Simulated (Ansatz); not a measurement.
# CdAgCl3 (model cell, started as cubic perovskite with Cd in the octahedra): following an unstable mode, part 3 of 3

Which phase does CdAgCl3 (model cell, started as cubic perovskite with Cd in the octahedra) fall into along its unstable mode, and how much energy does it gain?

Ansatz 0.2.0; DFT PBEsol, scalar-relativistic, plane waves, PAW.

So far. Step 5 (Energy along the mode, all amplitudes (two of the runs …): The lowest of the steps tried is the last one, at 0.6 Å, 100 meV/atom below the parent; the bottom of the well need not coincide with a step. Step 7 (The new phase in its own primitive cell): The largest force component left is 0.75 meV/Å and the pressure is -0.002 GPa, within the tolerances set. The cell now holds 28.49 Å³/atom. The relaxed cell has a = 7.337, c = 9.166 Å (conventional setting).

The structure was built from a prototype and need not be the compound's stable phase.

### 8. Modes of the new phase

A relaxed structure may still be a saddle point, so its zone-centre modes are computed. The response to a homogeneous field gives the Born charges and the dielectric tensor.

Contents of input.yaml:

```yaml
crystal:
  lattice:
    - [3.668697149, 2.1181232865, 3.0553694484]
    - [-3.668697149, 2.1181232865, 3.0553694484]
    - [0.0, -4.2362465731, 3.0553694484]
  atoms:
    - { symbol: Ag, position: [0.1045659665, 0.1045659665, 0.1045659665] }
    - { symbol: Cd, position: [0.4581326585, 0.4581326585, 0.4581326585] }
    - { symbol: Cl, position: [0.4336604421, 0.9452723599, 0.4336604421] }
    - { symbol: Cl, position: [0.9452723599, 0.4336604421, 0.4336604421] }
    - { symbol: Cl, position: [0.4336604421, 0.4336604421, 0.9452723599] }
kpoints:
  mp_grid: { grid: [6, 6, 6] }
hamiltonian:
  xc: pbesol
scf:
  occupations: { method: fixed }
output:
  eigenvalues: true
phonons:
  method: dfpt
  dielectric: true
  rigid_motions: translations
```

Started as:

```sh
$ ansatz run input.yaml --threads 8 --pin off --max-ram 14336MiB --backend cpu --events-out ev --progress --plain --runs-dir out
```

Numbers of over 12 decimals in the logs are rounded to 6 here.

What it wrote:

```text
[...]
Crystal: 5 atoms, lattice volume = 142.455 Å³
Basis set: ecut = 420 eV, 2813 PW (Γ), exchange–correlation on 72×72×72 points (8 copies of the dense FFT grid, shifted against one another)
Bands: 36, of which v1, the nominal top of the filled ones, is band 30 counted from 1 (29 counted from 0)
Symmetry: 6 space group operations
k-points: 112 of 216 (irreducible under 1 space group operation, time reversal used)
[...]
SCF iter   1: F=—  HF=-18891.747910 eV  |F-HF|=—  |Δ(HF+E_count)|=         —  Δρ=5.15e-3  dr2=4.21e-2  ethr=1.77e-3  ⟨swp⟩=4.9  Hψ=13984  notcnv=0  defer=436
[...]
SCF iter  11: F=-18891.735314 eV  HF=-18891.735314 eV  |F-HF|=1.46e-11  |Δ(HF+E_count)|=  1.71e-10  Δρ=7.95e-8  dr2=1.17e-11  ethr=1.00e-12  ⟨swp⟩=13.2  Hψ=23908  notcnv=0
SCF 1 converged in 11 iterations: F = -18891.735314 eV  dr2 = 1.17e-11
[...]
NSCF: frozen V_eff on 6 k-points
DFPT response loops at Γ: preconditioner auto → none (the input reference at scf.mixing.eps_inf says where Resta's filter doesn't serve); β = 0.50; Broyden in place of MSR1
── the response to a field inside a basis, on 6×6×6 k-points: an SCF that follows is theirs, and a resumed run solves both again ──
Bands: 31, of which v1, the nominal top of the filled ones, is band 30 counted from 1 (29 counted from 0)
k-points: 28 of 216 (time reversal used)
[...]
Eigensolver: Dense (28 Hₖ)
SCF iter   1: F=—  HF=-18891.698284 eV  |F-HF|=—  |Δ(HF+E_count)|=         —  Δρ=2.49e-4  dr2=1.48e-5  ethr=1.00e-1
[...]
SCF iter   4: F=-18891.698304 eV  HF=-18891.698304 eV  |F-HF|=1.23e-8  |Δ(HF+E_count)|=   1.51e-8  Δρ=3.32e-6  dr2=2.41e-8  ethr=2.63e-10
SCF 1 converged in 4 iterations: F = -18891.698304 eV  dr2 = 2.41e-8
[...]
SCF converged after 11 iterations
Free energy (F): -18891.735314 eV
[...]
Internal energy: -18891.735314 eV  (E = F + TS)
E sigma→0 (E₀):  -18891.735314 eV
Fermi energy:    3.462006 eV
[...]
--- Band table (eV; the first three rows and the last of 112) ---
  k-point 0: bands = [... 26 lower, 2.5222, 2.5222, 3.2000, 3.2000, 4.5709, 6.0858, 10.5875, 10.5875, ... 2 higher]
  k-point 1: bands = [... 26 lower, 2.4547, 2.5358, 3.1482, 3.1831, 5.1310, 6.3056, 10.3876, 10.8083, ... 2 higher]
  k-point 2: bands = [... 26 lower, 2.3817, 2.5790, 3.0591, 3.1536, 6.3304, 6.8168, 9.8438, 11.2452, ... 2 higher]
  k-point 111: bands = [... 26 lower, 2.8471, 2.8471, 3.4620, 3.4620, 6.8108, 8.8402, 9.2793, 9.2793, ... 2 higher]
--- Phonons (Γ-DFPT): 6 representative perturbations + reference, on 112 of 216 k-points (Σ response iterations 20) ---
  k mesh reduced under 1 symmetry operation, with k and −k counted as one. Each operation leaves every solved perturbation unchanged. A smaller set is not considered because the run solves the response to a homogeneous field
  ASR residual: 8.024e-5 → 0.000e0 eV/Å²; symmetrization residual: 1.867e-5 eV/Å²
  ASR residual per site (eV/Å²): 7.29e-5 3.08e-5 7.87e-5 7.87e-5 8.02e-5
[...]
ε∞ (high-frequency dielectric tensor):
        3.671012     0.000000     0.000000
        0.000000     3.671012     0.000000
        0.000000     0.000000     3.504596
  softest optical mode at Γ: -27.82 cm⁻¹; the repairs (sum rule, projections) moved no ω² at Γ by more than (1.69 cm⁻¹)²
  Born effective charges Z* (e; rows j = field, columns β = displacement):
    site 0:
         1.21568    0.00000   -0.00000
         0.00000    1.21568    0.00000
        -0.00000    0.00000    0.96623
    site 1:
         2.71919    0.00000    0.00000
        -0.00000    2.71919    0.00000
         0.00000    0.00000    2.70569
    site 2:
        -1.62007    0.53424    0.51480
         0.53424   -1.00318   -0.29722
         0.55627   -0.32117   -1.22397
    site 3:
        -1.62007   -0.53424   -0.51480
        -0.53424   -1.00318   -0.29722
        -0.55627   -0.32117   -1.22397
    site 4:
        -0.69474   -0.00000    0.00000
        -0.00000   -1.92851    0.59443
         0.00000    0.64233   -1.22397
  Z* charge neutrality: 5.804e-3 e pre-enforcement
  solved inside a basis spanned on kpoints, on 6×6×6 k-points, its susceptibility summed on 10×10×10: ε∞ is read to err by 9.6e-3, Z* by 2.5e-2 e (field_mesh: kpoints solves on kpoints); Z* is corrected for what the basis lacks
  optical modes at Γ without the LO–TO term, one row a degenerate level:
      ω (cm⁻¹)  modes    IR ((D/Å)²/amu)
        -27.82      2             1.3066
        -21.03      1             0.0000
         50.63      1             0.0612
         52.69      2             1.8212
        142.95      1             4.0878
        143.55      2             0.6148
        229.42      2             8.8181
        259.81      1             1.2836
  optical modes at Γ + LO–TO along q̂ = [1.0000, 0.0000, 0.0000]:
      ω (cm⁻¹)  modes    IR ((D/Å)²/amu)
        -27.82      1             0.6533
        -21.03      1             0.0000
         12.96      1             0.0689
         50.63      1             0.0612
         52.69      1             0.9106
         78.61      1             0.6289
        142.95      1             4.0878
        143.55      1             0.3074
        146.96      1             0.1876
        229.42      1             4.4090
        259.81      1             1.2836
        270.02      1             5.3948
  optical modes at Γ + LO–TO along q̂ = [0.0000, 1.0000, 0.0000]:
      ω (cm⁻¹)  modes    IR ((D/Å)²/amu)
        -27.82      1             0.6533
        -21.03      1             0.0000
[...]
146.96      1             0.1876
        229.42      1             4.4090
        259.81      1             1.2836
        270.02      1             5.3948
  optical modes at Γ + LO–TO along q̂ = [0.0000, 0.0000, 1.0000]:
      ω (cm⁻¹)  modes    IR ((D/Å)²/amu)
        -27.82      2             1.3066
        -21.03      1             0.0000
         51.86      1             0.0142
         52.69      2             1.8212
        143.55      2             0.6148
        188.28      1             2.8185
        229.42      2             8.8181
        274.90      1             2.5998
```

It took 72 s on 8 threads of Arm Neoverse V2, shared host; peak memory 2.4 GiB.

This step gave:

- sum-rule residual before enforcement: 8.02e-5 eV/Å²
- miss of the charge sum rule: 0.005804 e
- estimated error of the dielectric tensor: 0.009622
- estimated error of the Born charges: 0.02473 e
- point group: 3m
- highest optical mode at the zone centre (no LO-TO term): 259.8 cm⁻¹
- lowest optical zone-centre mode: -27.82 cm⁻¹
- mean high-frequency dielectric constant: 3.616
- largest Born charge (third of the trace): 2.715 e
- top of the zone-centre spectrum with the field: 274.9 cm⁻¹

Without the LO-TO term. Patterns of degenerate modes are one choice out of their space. Modes at Γ, with each element's share of the kinetic energy (negative means imaginary):

```
mode  frequency (cm⁻¹)  symmetry  Ag %  Cd %  Cl %
   1             -27.8         E    36     1    63
   2             -27.8         E    36     1    63
   3             -21.0        A2     0     0   100
   4               0.0  acoustic    33    34    33
   5               0.0  acoustic    33    34    33
   6               0.0  acoustic    33    34    33
   7              50.6        A1    45    45    11
   8              52.7         E    12    52    36
   9              52.7         E    12    52    36
  10             142.9        A1    18    15    67
  11             143.6         E    19     1    80
  12             143.6         E    19     1    80
  13             229.4         E     1    11    88
  14             229.4         E     1    11    88
  15             259.8        A1     5     6    89
```

Displacements in mode 2 (-27.8 cm⁻¹), the largest set to 1:
```
Ag1 -0.27  0.61  0.00
Cd2  0.05 -0.11  0.00
Cl3 -0.39 -0.57 -0.41
Cl4  0.58 -1.00 -0.05
Cl5  0.48  0.06  0.46
```

Displacements in mode 15 (259.8 cm⁻¹), the largest set to 1:
```
Ag1  0.00  0.00 -0.22
Cd2  0.00  0.00  0.26
Cl3  0.87 -0.50 -0.05
Cl4 -0.87 -0.50 -0.05
Cl5  0.00  1.00 -0.05
```

Optical modes at the zone centre, without and with the macroscopic field of the longitudinal modes; each column is sorted by frequency, so a row need not hold one and the same mode. Modes with and without the field, by row:

```
rank among optical modes  no field (cm⁻¹)  q along (1, 0, 0) (cm⁻¹)  q along (0, 0, 1) (cm⁻¹)
                       1            -27.8                     -27.8                     -27.8
                       2            -27.8                       -21                     -27.8
                       3              -21                        13                       -21
                       4             50.6                      50.6                      51.9
                       5             52.7                      52.7                      52.7
                       6             52.7                      78.6                      52.7
                       7            142.9                     142.9                     143.6
                       8            143.6                     143.6                     143.6
                       9            143.6                       147                     188.3
                      10            229.4                     229.4                     229.4
                      11            229.4                     259.8                     229.4
                      12            259.8                       270                     274.9
```

Born charge (rows field, columns displacement) (e), principal values of the symmetric part by kind of site:

```
atom  atoms with these values    low  middle   high   mean
 Ag1                        1   0.97    1.22   1.22   1.13
 Cd2                        1   2.71    2.72   2.72   2.71
 Cl3                        3  -2.29   -0.86  -0.69  -1.28
```

In full for Cl3:

```
-1.62  0.53  0.51
 0.53 -1.00 -0.30
 0.56 -0.32 -1.22
```

High-frequency dielectric tensor:

```
3.67 0.00 0.00
0.00 3.67 0.00
0.00 0.00 3.50
```

Transverse modes; imaginary modes are left out. Infrared lines, with heights relative to the strongest:

```
position (cm⁻¹)  relative intensity
             51                 0.7
             53                  21
            143                  46
            144                 7.0
            229                 100
            260                  15
```

Before it was imposed, the acoustic sum rule was missed by 8.0e-5 eV/Å² and the charge sum rule by 0.0058 e. Small misses are needed for a sound result but don't prove that mesh and cutoff are converged. The lowest optical mode is imaginary, 27.8i cm⁻¹, so the energy falls along it.

### 9. Summary of results

| Property | Result |
| --- | --- |
| unstable mode of the parent | q = (0, 0, 0), 95i cm⁻¹ |
| depth at the lowest point sampled | 100 meV/atom |
| largest atomic shift at that point | 0.6 Å |
| space group reached (within 0.01 Å) | R3m |
| energy gained over the parent (first relaxation, on the mesh of the frozen mode) | 155 meV/atom |
| volume per atom, phase reached | 28.5 Å³ |
| gap on the k-mesh, phase reached | 1.11 eV |
| lowest optical zone-centre mode, phase reached | -27.8 cm⁻¹ |
| highest optical mode at the zone centre (no LO-TO term), phase reached | 260 cm⁻¹ |

**Reading.** Along this mode the structure falls into R3m, 155 meV/atom below the parent. At the parent's cell the well is 100.4 meV/atom deep on the steps tried, with its lowest point at a shift of 0.6 Å. That is the last step tried, so the steps alone don't bracket the bottom of the well. Relaxing atoms and cell changes the gain by +54.50 meV/atom against the lowest step (energies at zero smearing). The new phase still has an imaginary mode at the zone centre of its cell, so it is a saddle point on the way to a lower structure. Of the 7 patterns followed to their end from this parent, this one ends 171 meV/atom above the lowest, R-3c. Each path keeps the symmetry of its pattern, so a lower phase may lie along a pattern not tried. The starting cell was built on a prototype and not taken from a measurement, so the phase need not exist.

[Logs are printed without paths, hosts, clocks, repeated set-up lines and the standing remarks that a program may print on its own settings, such as how far it seeks lower states.]

[Hosts, paths, dates, database ids (printed as entryN), source tags and the programs' standing remarks are cut or masked in the printed files.]
